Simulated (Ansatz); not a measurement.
# Decaying states in the gap of Cs2SnN2, part 2 of 4

Aim: relax a made-up compound, Cs2SnN2, and see how good a tunnel barrier it would be. It is built by putting Cs for Li, Sn for Hf in the Li2HfN2 structure of space group P-3m1, with the volume rescaled by atomic radii. The parent structure comes from the Materials Project.

Ansatz 0.2.0; LDA DFT, plane waves, PAW files (the session's first sound run).

So far. Step 2 (Relaxing the new crystal): The largest force component on a free atom ends at 0.0035 eV/Å.

The structure was built from a prototype and need not be the compound's stable phase.

### Step 3. The bulk crystal and its band edges

The energy window and the wavevectors of the next steps follow from the band edges, so these are searched first, off the mesh as well.

The input, input.yaml:

```yaml
crystal:
  lattice:
    - [3.4643778904, 0.0, 0.0]
    - [-1.7321889452, 3.0002392614, 0.0]
    - [0.0, 0.0, 10.0321264574]
  atoms:
    - { symbol: Cs, position: [0.6666666667, 0.3333333333, 0.3016831524] }
    - { symbol: Cs, position: [0.3333333333, 0.6666666667, 0.6983168476] }
    - { symbol: Sn, position: [0.0, 0.0, 0.0] }
    - { symbol: "N", position: [0.6666666667, 0.3333333333, 0.8881681458] }
    - { symbol: "N", position: [0.3333333333, 0.6666666667, 0.1118318542] }
kpoints:
  mp_grid: { grid: [8, 8, 4] }
  band_path: { path: [VBM, CBM], npoints: 30 }
scf:
  occupations: { method: fixed }
hamiltonian:
  xc: lda
output:
  eigenvalues: true
  write_potential: true
  write_density: true
  volumetric_format: npy
  elf: true
```

Launch:

```bash
$ ansatz run input.yaml --threads 2 --pin off --max-ram 4096MiB --backend cpu --events-out ev --progress --plain --runs-dir out
```

Numbers of over 12 decimals in the logs are rounded to 6 here.

The log of the run:

```text
[...]
Crystal: 5 atoms, lattice volume = 104.274 Å³
Basis set: ecut = 420 eV, 2043 PW (Γ)
Bands: 26, of which v1, the nominal top of the filled ones, is band 21 counted from 1 (20 counted from 0)
Symmetry: 12 space group operations
[...]
k-points: 35 of 256
[...]
SCF iter   1: F=—  HF=-17636.159842 eV  |F-HF|=—  |Δ(HF+E_count)|=         —  Δρ=1.93e-2  dr2=1.27e0  ethr=1.77e-3  ⟨swp⟩=4.7  Hψ=3845  notcnv=0  defer=96
[...]
SCF iter   9: F=-17636.015132 eV  HF=-17636.015132 eV  |F-HF|=7.08e-8  |Δ(HF+E_count)|=   9.09e-8  Δρ=3.05e-6  dr2=7.77e-8  ethr=2.38e-10  ⟨swp⟩=9.1  Hψ=4328  notcnv=0
SCF 1 converged in 9 iterations: F = -17636.015132 eV  dr2 = 7.77e-8
[...]
NSCF: frozen V_eff on 34 k-points
[...]
SCF converged after 9 iterations
Free energy (F): -17636.015132 eV
[...]
Internal energy: -17636.015132 eV  (E = F + TS)
E sigma→0 (E₀):  -17636.015132 eV
Fermi energy:    10.349553 eV
[...]
--- Band table (eV; the first three rows and the last of 35) ---
  k-point 0: bands = [... 17 lower, 9.4759, 9.8083, 9.8083, 10.2085, 10.7257, 12.7387, 12.7697, 13.6074, ... 1 higher]
  k-point 1: bands = [... 17 lower, 9.4767, 9.8077, 9.8077, 9.8854, 11.1409, 12.3939, 12.8535, 13.5095, ... 1 higher]
  k-point 2: bands = [... 17 lower, 9.4773, 9.6846, 9.8072, 9.8072, 11.5727, 11.9832, 12.9528, 13.4164, ... 1 higher]
  k-point 34: bands = [... 17 lower, 7.4135, 7.7602, 9.9692, 10.0180, 12.5849, 13.3344, 13.4587, 14.0363, ... 1 higher]
```

It took 10 s on 2 threads of Intel Xeon Platinum 8175M at 2.50GHz (Skylake/Cascade Lake), shared host; peak memory 0.46 GiB; 20 s of CPU time.

The column dr2 measures how far the density is from self-consistency, as an energy; F and HF (Harris–Foulkes) agree once it is small.

This step gave:

```
free energy         : -17636.0151 eV
Fermi energy        : 10.35 eV
gap on the k-mesh   : 0.3761 eV
gap on path         : 0.3562 eV, by band count; negative where bands overlap
direct gap on path  : 0.5172 eV
edge places on path : 0, 0.3212 1/A along the path
```

Electronic bands along the path, in eV, zero at the Fermi level (highest filled level under fixed occupations); v1 is the highest filled band, c1 the lowest empty one:

```csv
point,v4,v3,v2,v1,c1,c2,c3,c4
VBM,-1.55,-0.72,-0.61,0.02,1.19,2.77,3.07,3.44
halfway,-1.12,-0.60,-0.53,-0.06,0.75,2.54,2.60,3.24
CBM,-0.87,-0.54,-0.54,-0.14,0.38,2.39,2.42,3.26
```

Electrostatic potential energy in the ac plane at fractional y = 0.333, with atoms of Cs and N within 0.2 Å of it. With pseudopotentials it is smooth inside the atoms' cores, unlike the true potential.

Ten even steps from '_' (-17 eV) to '@' (14 eV), each cell a mean:
```
##**++++##%%@@@@%%##%%@@@@%%
%%%%##%%%%@@%%==______::##@@
@@@@@@@@@@@@%%..________++@@
@@@@@@@@@@@@@@++......--%%@@
@@%%%%%%%%@@@@@@@@%%%%@@@@@@
##******##%%%%@@@@@@@@@@@@%%
++==----++**##%%@@@@@@%%%%##
++------==**##%%%%%%%%%%%%##
##**++****##%%%%%%%%%%%%%%##
%%%%%%%%%%%%%%%%@@@@@@%%%%%%
@@%%%%%%@@@@@@@@@@@@@@@@@@@@
@@@@@@@@@@@@@@@@@@@@@@@@@@@@
@@@@@@@@@@@@@@%%%%%%%%%%@@@@
%%@@@@@@%%%%%%##******##%%%%
%%%%%%%%%%##++::......::==**
**%%%%%%##==..____________--
**##%%%%**--____..::..____..
##%%%%%%##++..____....____--
%%@@@@@@%%##++::......::==**
@@@@@@@@@@@@%%####****##%%@@
@@@@@@@@@@@@@@@@@@@@@@@@@@@@
@@@@%%%%@@@@@@@@@@@@@@@@@@@@
%%########%%@@@@@@@@@@@@@@@@
##++==++**##%%@@@@@@@@@@@@%%
```
Columns run along a (3.5 Å; values clipped at the 3rd and 97th percentile), rows up along c (10.0 Å). Atoms in or near the plane, at fractional coordinates: Cs at (0.67, 0.30), N at (0.67, 0.89).

Valence density in the ac plane at fractional y = 0.333, with atoms of Cs and N within 0.2 Å of it. It is the smooth field of the valence electrons, not physical close to the nuclei.

Ten steps, logarithmic in the rise over the least value, from '0' (0.0 e/Å³) to '9' (3.6 e/Å³), each cell a mean:
```
44554445666554
44344467899865
43233468999975
32223457899865
33333345666543
45554433333333
56665442222234
56665542111234
45554432101123
33333211000012
11111100000000
00000000000000
00000011222111
11001234454432
32113456777665
43224577766776
53234677524676
43224567766776
33223456777665
33333334444433
44544322222223
45554432111123
45554432211223
45555433333334
```
Columns run along a (3.5 Å), rows up along c (10.0 Å). Atoms in or near the plane, at fractional coordinates: Cs at (0.67, 0.30), N at (0.67, 0.89).

ELF in the ac plane at fractional y = 0.333, with atoms of Cs and N within 0.2 Å of it. It is the smooth field of the valence electrons, not physical close to the nuclei.

Ten even steps from '_' (0.02) to '@' (0.88), each cell a mean:
```
::::::::::::==**##%%%%##++--
--::::::::==##%%%%**##%%%%**
==::....--**%%%%++..--##%%##
::..____..==##@@%%##%%@@%%**
....::::....--**%%@@%%##++::
==**####++--..::--==--::..::
%%@@@@@@%%**--..________::++
@@@@@@@@@@%%++..________--**
%%@@@@@@%%**==..________::++
++******++==::__________..--
..::::::....________________
____________________________
____________..::------::::..
::______..==**##%%%%%%##**++
++::__..==##@@@@@@@@@@@@@@%%
##--__..**@@@@%%++--==##@@@@
%%--__..**@@@@**..____==%%@@
++::__..==%%@@%%++--==##@@@@
::........--**@@@@@@@@@@%%++
::--====::....--++**++==::..
==**##**++--..____________::
==++****++--..__________..::
::--------::..__________..::
::::::::::....::::--::::....
```
Columns run along a (3.5 Å), rows up along c (10.0 Å). Atoms in or near the plane, at fractional coordinates: Cs at (0.67, 0.30), N at (0.67, 0.89).

The searched edges give 0.356 eV, against 0.376 eV on the mesh.

### Step 4. Decaying states in the gap

This step: LDA DFT, plane waves, PAW files; complex bands by layer matching along the plane's normal (Ansatz 0.2.0).

The same crystal is laid in a cell whose first two vectors span the (100) plane (indices of the standard conventional cell, whose axes can be ordered otherwise than in the bulk input). At fixed energy and wavevector in the plane the solver finds all kz, real and complex. A few wavevectors are listed, (0, 0), (-0.0885, 0) and (0.1771, 0) in units of the plane's reciprocal vectors; the slowest state needn't be among them.

The input, input.yaml:

```yaml
crystal:
  lattice:
    - [3.46437789, 0.0, 0.0]
    - [0.0, 10.032126457, 0.0]
    - [1.732188945, 0.0, 3.000239261]
  atoms:
    - { symbol: Cs, position: [0.6666666667, 0.3016831524, 0.6666666667] }
    - { symbol: Cs, position: [0.3333333333, 0.6983168476, 0.3333333333] }
    - { symbol: Sn, position: [0.0, 0.0, 0.0] }
    - { symbol: "N", position: [0.6666666667, 0.8881681458, 0.6666666667] }
    - { symbol: "N", position: [0.3333333333, 0.1118318542, 0.3333333333] }
kpoints:
  mp_grid: { grid: [8, 4, 8] }
scf:
  occupations: { method: fixed }
hamiltonian:
  xc: lda
output:
  eigenvalues: true
  transmission:
    leads: [[0, 0]]
    kpoints: [[0.0, 0.0], [-0.0885, 0.0], [0.1771, 0.0]]
    e_range: [-1.0, 1.36]
    de: 0.05
```

The log of the run:

```text
[...]
Crystal: 5 atoms, lattice volume = 104.274 Å³
Basis set: ecut = 420 eV, 2043 PW (Γ)
Bands: 26, of which v1, the nominal top of the filled ones, is band 21 counted from 1 (20 counted from 0)
Symmetry: 12 space group operations
[...]
k-points: 35 of 256
[...]
SCF iter   1: F=—  HF=-17636.159740 eV  |F-HF|=—  |Δ(HF+E_count)|=         —  Δρ=1.93e-2  dr2=1.27e0  ethr=1.77e-3  ⟨swp⟩=4.7  Hψ=3877  notcnv=0  defer=96
[...]
SCF iter   9: F=-17636.015132 eV  HF=-17636.015132 eV  |F-HF|=6.20e-8  |Δ(HF+E_count)|=   9.51e-8  Δρ=2.85e-6  dr2=6.83e-8  ethr=2.38e-10  ⟨swp⟩=9.3  Hψ=4326  notcnv=0
SCF 1 converged in 9 iterations: F = -17636.015132 eV  dr2 = 6.83e-8
[...]
transmission: 4 of 12 steps passed
transmission: 8 of 12 steps passed
transmission: 12 of 12 steps passed
SCF converged after 9 iterations
Free energy (F): -17636.015132 eV
[...]
Internal energy: -17636.015132 eV  (E = F + TS)
E sigma→0 (E₀):  -17636.015132 eV
Fermi energy:    10.349559 eV
[...]
--- Band table (eV; the first three rows and the last of 35) ---
  k-point 0: bands = [... 17 lower, 9.4759, 9.8083, 9.8083, 10.2085, 10.7257, 12.7387, 12.7697, 13.6074, ... 1 higher]
  k-point 1: bands = [... 17 lower, 9.1038, 9.3985, 9.9909, 10.3496, 11.3805, 12.9757, 13.1949, 13.6771, ... 1 higher]
  k-point 2: bands = [... 17 lower, 8.5225, 9.1118, 10.1009, 10.1713, 11.5034, 12.7370, 12.9878, 13.5385, ... 1 higher]
  k-point 34: bands = [... 17 lower, 7.4135, 7.7602, 9.9692, 10.0180, 12.5849, 13.3343, 13.4587, 14.0363, ... 1 higher]
--- Transmission ---
  basis      : 303 plane waves across, 4 finite elements along
  points     : 3, as listed
  energies   : 48 from -1.000000 to 1.350000 eV about the Fermi level, 0.050000 eV apart; the leads are filled to 0.188052 eV, and channels, transmission and decay are at 0.200000 eV
  crystal 0  : Cs2N2Sn1, at the sites [0, 0], period 3.0002 Å: whole cells are its period
    offset         : up to 0.0000 Å between an atom of the period and one for which it stands
    channels       : 0.000000e0 a spin
    conductance    : none, the energies end too early or step too widely for 300 K: set another output.transmission.e_range or a lower de, or, where they end at an eighth of basis.ecutwfc, a higher one
    slowest decay  : 0.0893 /Å at (0.0000, 0.0000)
```

Run time: 68 s. Hardware: 2 threads; peak memory 1 GiB; 2.2 min of CPU time.

Numbers from this step:

```yaml
level_to_which_the_leads_are_filled: 0.1881 eV from the Fermi level
decay_constant_at_the_filling_level_zone_centre: 0.0893 Å⁻¹
decay_constant_at_the_filling_level_slowest_listed_point: 0.0893 Å⁻¹
```

K parallel (0, 0); values up to 1.5 1/Å, a degenerate pair printed once or twice; energies at which all values exceed this have no row. Im kz of the slowest decaying states against energy, zero at the highest filled level on the SCF mesh:

```csv
energy (eV),decay 1 (Å⁻¹),decay 2 (Å⁻¹),decay 3 (Å⁻¹),decay 4 (Å⁻¹)
-1.000,0.119,0.271,0.305,0.636
-0.900,0.292,0.294,0.629,0.631
-0.800,0.0543,0.0832,0.283,0.307
-0.700,0.0754,0.105,0.269,0.318
-0.600,0.0819,0.0843,0.253,0.325
-0.550,0.0343,0.0747,0.244,0.328
-0.450,0.0956,0.222,0.331,0.568
-0.350,0.118,0.193,0.332,0.452
-0.250,0.135,0.143,0.331,0.544
-0.150,0.0416,0.144,0.328,0.339
-0.050,0.141,0.155,0.324,0.433
0.000,0.127,0.174,0.322,0.465
0.050,0.104,0.117,0.185,0.319
0.150,0.0997,0.177,0.201,0.313
0.200,0.0893,0.200,0.208,0.310
0.300,0.0607,0.220,0.237,0.303
0.400,0.229,0.264,0.295,0.425
0.500,0.237,0.285,0.286,0.399
0.600,0.244,0.273,0.305,0.371
0.700,0.250,0.258,0.322,0.339
0.800,0.238,0.255,0.305,0.336
0.900,0.214,0.258,0.264,0.350
0.950,0.198,0.240,0.260,0.356
1.050,0.155,0.181,0.262,0.369
1.150,0.0334,0.0724,0.264,0.370
1.250,0.119,0.265,0.355,0.391
1.350,0.0765,0.152,0.265,0.340
```

K parallel (0, 0). Re kz of states that move upwards against energy, zero at the highest filled level on the SCF mesh:

```csv
energy (eV),channel 1 (Å⁻¹),channel 2 (Å⁻¹),channel 3 (Å⁻¹),channel 4 (Å⁻¹)
-1.000,-0.287,-0.131,-0.0807,-
-0.800,-0.864,-0.194,-,-
-0.600,-0.748,-0.0946,-,-
-0.400,-0.647,0.210,-,-
-0.200,-0.536,-,-,-
0.000,-0.336,0.267,-,-
0.200,-,-,-,-
0.400,0.0354,-,-,-
0.600,0.118,-,-,-
0.800,0.178,-,-,-
1.000,0.248,-,-,-
1.200,-0.945,0.628,-,-
```

K parallel (-0.0885, 0); values up to 1.5 1/Å, a degenerate pair printed once or twice; energies at which all values exceed this have no row. Table of Im kz of the slowest decaying states by energy, zero at the highest filled level on the SCF mesh:

```csv
energy (eV),decay 1 (Å⁻¹),decay 2 (Å⁻¹),decay 3 (Å⁻¹),decay 4 (Å⁻¹)
-1.000,0.0561,0.293,0.303,0.439
-0.900,0.0615,0.237,0.317,0.427
-0.750,0.0856,0.341,0.404,0.507
-0.650,0.0340,0.361,0.386,0.457
-0.550,0.0150,0.369,0.385,0.394
-0.400,0.0368,0.224,0.348,0.422
-0.300,0.0925,0.123,0.272,0.396
-0.200,0.120,0.212,0.236,0.417
-0.050,0.146,0.292,0.433,0.488
0.000,0.154,0.302,0.436,0.496
0.050,0.0992,0.160,0.310,0.439
0.200,0.173,0.212,0.324,0.444
0.300,0.177,0.251,0.328,0.446
0.400,0.179,0.280,0.328,0.446
0.550,0.175,0.313,0.322,0.445
0.650,0.104,0.224,0.314,0.332
0.750,0.246,0.304,0.348,0.439
0.900,0.268,0.280,0.368,0.407
1.000,0.258,0.280,0.377,0.380
1.100,0.228,0.289,0.344,0.389
1.250,0.145,0.285,0.300,0.391
1.350,0.132,0.233,0.306,0.384
```

K parallel (-0.0885, 0). Table of Re kz of states that move upwards by energy, zero at the highest filled level on the SCF mesh:

```csv
energy (eV),channel 1 (Å⁻¹),channel 2 (Å⁻¹),channel 3 (Å⁻¹),channel 4 (Å⁻¹)
-1.000,-0.432,-,-,-
-0.900,-0.376,-,-,-
-0.750,-0.298,-0.0737,0.200,-
-0.650,-0.877,-0.0290,-,-
-0.550,-0.782,-0.228,0.386,-
-0.400,-0.627,0.600,-,-
-0.300,-0.678,-,-,-
-0.200,-0.562,-,-,-
-0.050,-0.429,0.0669,-,-
0.000,-0.357,0.194,-,-
0.050,-,-,-,-
0.200,-,-,-,-
0.300,-,-,-,-
0.400,-,-,-,-
0.550,-,-,-,-
0.650,-,-,-,-
0.750,0.0208,-,-,-
0.900,0.135,-,-,-
1.000,0.181,-,-,-
1.100,0.227,-,-,-
1.250,0.327,-,-,-
1.350,0.649,-,-,-
```

K parallel (0.1771, 0); values up to 1.5 1/Å, a degenerate pair printed once or twice; energies at which all values exceed this have no row. Im kz of the slowest decaying states against energy, zero at the highest filled level on the SCF mesh:

```csv
energy (eV),decay 1 (Å⁻¹),decay 2 (Å⁻¹),decay 3 (Å⁻¹),decay 4 (Å⁻¹)
-1.000,0.0758,0.287,0.438,0.507
-0.900,0.111,0.291,0.411,0.505
-0.800,0.120,0.296,0.380,0.502
-0.700,0.0147,0.113,0.300,0.341
-0.600,0.0873,0.291,0.302,0.498
-0.550,0.0595,0.258,0.303,0.497
-0.450,0.152,0.302,0.495,0.569
-0.350,0.136,0.298,0.492,0.562
-0.250,0.0626,0.291,0.489,0.555
-0.150,0.107,0.150,0.277,0.486
-0.050,0.130,0.218,0.254,0.483
0.000,0.140,0.240,0.254,0.480
0.050,0.145,0.152,0.258,0.271
0.150,0.166,0.246,0.285,0.305
0.200,0.172,0.272,0.296,0.319
0.300,0.180,0.309,0.314,0.343
0.400,0.186,0.327,0.336,0.363
0.500,0.189,0.337,0.357,0.376
0.600,0.190,0.344,0.374,0.375
0.700,0.188,0.348,0.370,0.389
0.800,0.182,0.350,0.363,0.403
0.900,0.170,0.349,0.355,0.415
0.950,0.161,0.348,0.351,0.421
1.050,0.132,0.342,0.343,0.421
1.150,0.0401,0.332,0.335,0.417
1.250,0.125,0.322,0.323,0.412
1.350,0.180,0.307,0.312,0.406
```

K parallel (0.1771, 0). Re kz of states that move upwards against energy, zero at the highest filled level on the SCF mesh:

```csv
energy (eV),channel 1 (Å⁻¹),channel 2 (Å⁻¹),channel 3 (Å⁻¹),channel 4 (Å⁻¹)
-1.000,-0.110,-,-,-
-0.800,-0.0377,-,-,-
-0.600,0.0144,-,-,-
-0.400,-0.815,-0.309,0.0978,0.573
-0.200,-0.536,-,-,-
0.000,-0.131,-,-,-
0.200,-,-,-,-
0.400,-,-,-,-
0.600,-,-,-,-
0.800,-,-,-,-
1.000,-,-,-,-
1.200,0.268,-,-,-
```

At the listed wavevectors the last open channel is at +0.00 eV and the next at +0.40 eV on the grid. At +0.20 eV, the grid energy nearest the filling level (the middle of the gap on the SCF mesh), the slowest state at the listed wavevectors decays with κ = 0.0893 Å⁻¹, its amplitude falling by e over 11 Å. Through 1 nm of this crystal that state's transmission falls by exp(−2 × 0.0893 Å⁻¹ × 10 Å) = 0.17.

### Step 5. Decay over the two-dimensional zone

The listed points could miss the slowest state, so one energy near mid-gap is solved on a mesh of 10×4.

Edit input.yaml of step 4 so:

```diff
@@ -19,6 +19,2 @@
   eigenvalues: true
-  transmission:
-    leads: [[0, 0]]
-    kpoints: [[0.0, 0.0], [-0.0885, 0.0], [0.1771, 0.0]]
-    e_range: [-1.0, 1.36]
-    de: 0.05
+  transmission: { leads: [[0, 0]], kmesh: [10, 4], e_range: [0.18, 0.19], de: 0.05 }
```

The log of the run:

```text
[...]
Crystal: 5 atoms, lattice volume = 104.274 Å³
Basis set: ecut = 420 eV, 2043 PW (Γ)
Bands: 26, of which v1, the nominal top of the filled ones, is band 21 counted from 1 (20 counted from 0)
Symmetry: 12 space group operations
[...]
k-points: 35 of 256
[...]
SCF iter   1: F=—  HF=-17636.159740 eV  |F-HF|=—  |Δ(HF+E_count)|=         —  Δρ=1.93e-2  dr2=1.27e0  ethr=1.77e-3  ⟨swp⟩=4.7  Hψ=3877  notcnv=0  defer=96
[...]
SCF iter   9: F=-17636.015132 eV  HF=-17636.015132 eV  |F-HF|=6.20e-8  |Δ(HF+E_count)|=   9.51e-8  Δρ=2.85e-6  dr2=6.83e-8  ethr=2.38e-10  ⟨swp⟩=9.3  Hψ=4326  notcnv=0
SCF 1 converged in 9 iterations: F = -17636.015132 eV  dr2 = 6.83e-8
[...]
transmission: 16 of 72 steps passed
transmission: 32 of 72 steps passed
[...]
transmission: 72 of 72 steps passed
SCF converged after 9 iterations
Free energy (F): -17636.015132 eV
[...]
Internal energy: -17636.015132 eV  (E = F + TS)
E sigma→0 (E₀):  -17636.015132 eV
Fermi energy:    10.349559 eV
[...]
--- Band table (eV; the first three rows and the last of 35) ---
  k-point 0: bands = [... 17 lower, 9.4759, 9.8083, 9.8083, 10.2085, 10.7257, 12.7387, 12.7697, 13.6074, ... 1 higher]
  k-point 1: bands = [... 17 lower, 9.1038, 9.3985, 9.9909, 10.3496, 11.3805, 12.9757, 13.1949, 13.6771, ... 1 higher]
  k-point 2: bands = [... 17 lower, 8.5225, 9.1118, 10.1009, 10.1713, 11.5034, 12.7370, 12.9878, 13.5385, ... 1 higher]
  k-point 34: bands = [... 17 lower, 7.4135, 7.7602, 9.9692, 10.0180, 12.5849, 13.3343, 13.4587, 14.0363, ... 1 higher]
--- Transmission ---
  basis      : 303 plane waves across, 4 finite elements along
  points     : 18, standing for a mesh of 10 x 4
  energies   : 1 from 0.180000 to 0.180000 eV about the Fermi level; the leads are filled to 0.188052 eV, and channels, transmission and decay are at 0.180000 eV
  crystal 0  : Cs2N2Sn1, at the sites [0, 0], period 3.0002 Å: whole cells are its period
[...]
channels       : 0.000000e0 a spin
    conductance    : none, crystal 0 has no channel at the energies, or these end too early or step too widely for 300 K: set another output.transmission.e_range or a lower de, or, where they end at an eighth of basis.ecutwfc, a higher one
    slowest decay  : 0.0937 /Å at (0.0000, 0.0000)
```

Run time: 31 s. Hardware: 2 threads; peak memory 0.95 GiB.

Numbers from this step:

| Quantity | Value |
| --- | --- |
| least decay constant on the mesh | 0.0937 Å⁻¹ |

Slowest decay constant (1/Å; 0 where a channel is open) over k1 and k2. At 0.1800 eV from the Fermi level.

Values, 4 rows by 10 columns:
```
0.204 0.195 0.188 0.199 0.191 0.172 0.191 0.199 0.188 0.195
0.216 0.215 0.202 0.169 0.173 0.094 0.173 0.169 0.202 0.215
0.204 0.195 0.188 0.199 0.191 0.172 0.191 0.199 0.188 0.195
0.186 0.184 0.197 0.217 0.190 0.210 0.190 0.217 0.197 0.184
```
Columns: k1 (b1) from -0.5 to 0.4; rows upwards: k2 (b2) from -0.5 to 0.25.

The least value on the mesh is 0.0937 Å⁻¹ at +0.18 eV. At that energy the listed points give about 0.0935 Å⁻¹ by interpolation, so the mesh holds no clearly slower state.

(Part 2 of 4 ends here.)

[Logs are printed without paths, hosts, clocks, repeated set-up lines and the standing remarks that a program may print on its own settings, such as how far it seeks lower states.]

[Hosts, paths, dates, database ids (printed as entryN), source tags and the programs' standing remarks are cut or masked in the printed files.]
